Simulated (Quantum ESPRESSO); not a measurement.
# ZnSe (Stilleite): phonon deformation potentials, worked out

Aim: the phonon deformation potentials p and q of ZnSe (Stilleite), tested on a biaxially strained cell.

Main program and level: Quantum ESPRESSO 7.5; DFT LDA, scalar-relativistic, plane waves, JTH PAW pseudopotentials.

**1. The relaxed structure**

The structure is cubic, space group F-43m (No. 216). Conventional cell: a = 5.567 Å, b = 5.567 Å, c = 5.567 Å, α = 90.00°, β = 90.00°, γ = 90.00°. Nearest to Zn lie 4 Se at 2.41 Å. Nearest to Se lie 4 Zn at 2.41 Å. Farther neighbours and most contacts between anions are not listed.

As a file:

```xyz
2
Lattice="-2.7836 0.0000 2.7836 0.0000 2.7836 2.7836 -2.7836 2.7836 0.0000" Properties=species:S:1:pos:R:3 pbc="T T T"
Zn    0.0000    0.0000    0.0000
Se   -1.3918    1.3918    1.3918
```

This is the cell after its relaxation at this level of theory, not the database cell from which that began.

**2. Uniaxial strain**

The relaxed cell is stretched along z alone. This keeps all atoms on sites fixed by symmetry and splits the threefold mode into a singlet, polarised along z, and a doublet. The macroscopic field is left out, so these are transverse modes. Cutoff 60 Ry, k mesh 8×8×8.

From the response at ε_zz = 0.01:

The log of the run:

```text
[banners, grids, parts of the stress and lines that vanish by symmetry left out]
Program PHONON v.7.5
     Reading xml data from directory:

[...]
Exchange-correlation= PW
                           (   1   4   0   0   0   0   0)
[...]
kinetic-energy cut-off    =      60.0000  Ry
     charge density cut-off    =     480.0000  Ry
     convergence threshold     =      1.0E-18
[...]
Exchange-correlation= PW
                           (   1   4   0   0   0   0   0)
[...]
q = (   0.0000000   0.0000000   0.0000000 )
      9 Sym.Ops. (with q -> -q+G )
     G cutoff =  679.6256  (  52053 G-vectors)     FFT grid: ( 54, 54, 54)
     G cutoff =  339.8128  (  18407 G-vectors)  smooth grid: ( 40, 40, 40)
     number of k points=    59
[...]
Mode symmetry, D_2d (-42m) point group:
[...]
Representation #   1 mode #   1
[...]
End of self-consistent calculation
     Convergence has been achieved
     Representation #   2 mode #   2
[...]
End of self-consistent calculation
     Convergence has been achieved
     Representation #   3 modes #   3   4
[...]
End of self-consistent calculation
     Convergence has been achieved
     Representation #   4 modes #   5   6
[...]
End of self-consistent calculation
     Convergence has been achieved
[...]
q = (    0.000000000   0.000000000   0.000000000 )
[...]
freq (    1) =      -0.127217 [THz] =      -4.243503 [cm-1]
     freq (    2) =      -0.123941 [THz] =      -4.134234 [cm-1]
     freq (    3) =      -0.123941 [THz] =      -4.134234 [cm-1]
     freq (    4) =       6.442627 [THz] =     214.902916 [cm-1]
     freq (    5) =       6.442627 [THz] =     214.902916 [cm-1]
     freq (    6) =       6.465497 [THz] =     215.665753 [cm-1]
[...]
Mode symmetry, D_2d (-42m) point group:
     freq (   1-   1) =         -4.2  [cm-1]   --> B_2  X_3  W_2   I+R
     freq (   2-   3) =         -4.1  [cm-1]   --> E    X_5  W_3   I+R
     freq (   4-   5) =        214.9  [cm-1]   --> E    X_5  W_3   I+R
     freq (   6-   6) =        215.7  [cm-1]   --> B_2  X_3  W_2   I+R

   JOB DONE.
```

```
  ε_zz  singlet (cm⁻¹)  doublet (cm⁻¹)  σ_zz (GPa)  σ_xx (GPa)
 -0.01          222.12          223.05      -0.951      -0.572
-0.005          220.53          220.98      -0.450      -0.258
     0          218.91          218.91       0.046       0.046
 0.005          217.30          216.90       0.533       0.337
  0.01          215.67          214.90       1.014       0.617
```

Stress is counted positive in tension.

**3. The fit**

To first order ω² − ω₀² = p ε_zz + q (ε_xx + ε_yy) for the mode along z, and likewise for x and y. With ε_zz alone the singlet gives p and the doublet q.

The linear terms of parabolas through ω² are p = -2.95 ω₀² and q = -3.72 ω₀², with ω₀ = 218.9 cm⁻¹. Those of the stresses are C11 = 98 GPa and C12 = 59 GPa. Under hydrostatic strain p and q imply γ = −(p + 2q)/(6 ω₀²) = 1.73.

A layer held to an in-plane strain ε and free along z takes ε_zz = −2 (C12/C11) ε = -1.210 ε. To first order the singlet then shifts by (q − p C12/C11) ε / ω₀ = -425 ε cm⁻¹. For ε = 0.004, ε_zz = -0.00484, the formulas for ω² predict 217.20 cm⁻¹ for the singlet and 217.96 cm⁻¹ for the doublet.

**4. A biaxially strained cell**

This run was no part of the fit.

The log of the run:

```text
[banners, grids, parts of the stress and lines that vanish by symmetry left out]
[banner, memory and clock lines left out]
Program PHONON v.7.5

[...]
Exchange-correlation= PW
                           (   1   4   0   0   0   0   0)
[...]
kinetic-energy cut-off    =      60.0000  Ry
     charge density cut-off    =     480.0000  Ry
     convergence threshold     =      1.0E-18
[...]
Exchange-correlation= PW
                           (   1   4   0   0   0   0   0)
[...]
q = (   0.0000000   0.0000000   0.0000000 )
      9 Sym.Ops. (with q -> -q+G )
     G cutoff =  672.3113  (  51729 G-vectors)     FFT grid: ( 54, 54, 54)
     G cutoff =  336.1557  (  18345 G-vectors)  smooth grid: ( 40, 40, 40)
     number of k points=    59
[...]
Mode symmetry, D_2d (-42m) point group:
[...]
Representation #   1 mode #   1
[...]
End of self-consistent calculation
     Convergence has been achieved
     Representation #   2 mode #   2
[...]
End of self-consistent calculation
     Convergence has been achieved
     Representation #   3 modes #   3   4
[...]
End of self-consistent calculation
     Convergence has been achieved
     Representation #   4 modes #   5   6
[...]
End of self-consistent calculation
     Convergence has been achieved
[...]
q = (    0.000000000   0.000000000   0.000000000 )
[...]
freq (    1) =      -0.120244 [THz] =      -4.010922 [cm-1]
     freq (    2) =      -0.115766 [THz] =      -3.861553 [cm-1]
     freq (    3) =      -0.115766 [THz] =      -3.861553 [cm-1]
     freq (    4) =       6.512219 [THz] =     217.224257 [cm-1]
     freq (    5) =       6.533945 [THz] =     217.948942 [cm-1]
     freq (    6) =       6.533945 [THz] =     217.948942 [cm-1]
[...]
Mode symmetry, D_2d (-42m) point group:
     freq (   1-   1) =         -4.0  [cm-1]   --> B_2  X_3  W_2   I+R
     freq (   2-   3) =         -3.9  [cm-1]   --> E    X_5  W_3   I+R
     freq (   4-   4) =        217.2  [cm-1]   --> B_2  X_3  W_2   I+R
     freq (   5-   6) =        217.9  [cm-1]   --> E    X_5  W_3   I+R
```

```csv
mode,predicted (cm⁻¹),run (cm⁻¹)
singlet,217.20,217.22
doublet,217.96,217.95
```

The stress along z is 0.047 GPa and that in the plane 0.385 GPa; the unstrained cell carries 0.046 GPa.

**5. Outcome**

| Quantity | Value |
| --- | --- |
| p (in units of the squared frequency) | -2.947 |
| q (same units) | -3.725 |
| shift of the singlet per unit of biaxial strain | -425 cm⁻¹ |
| C11 and C12 | 98 and 59 GPa |

What this shows: To first order, one per cent of tensile biaxial strain moves the singlet of ZnSe (Stilleite) by -4.3 cm⁻¹ and the doublet by -2.4 cm⁻¹; the formulas miss the test run by up to 0.02 cm⁻¹. In backscattering from (001) the mode polarised along z is the one seen in diamond and zinc-blende crystals; in a polar crystal it is the LO mode, whose potentials differ somewhat from these. The third potential, r, needs shear strain and a relaxation of the atoms, which was not run. These are harmonic values at zero temperature.

[Host names and launcher messages were left out of these logs when they were recorded.]

[Logs are printed without paths, hosts, clocks, repeated set-up lines and the standing remarks that a program may print on its own settings, such as how far it seeks lower states.]

[Hosts, paths, dates, database ids (printed as entryN), source tags and the programs' standing remarks are cut or masked in the printed files.]
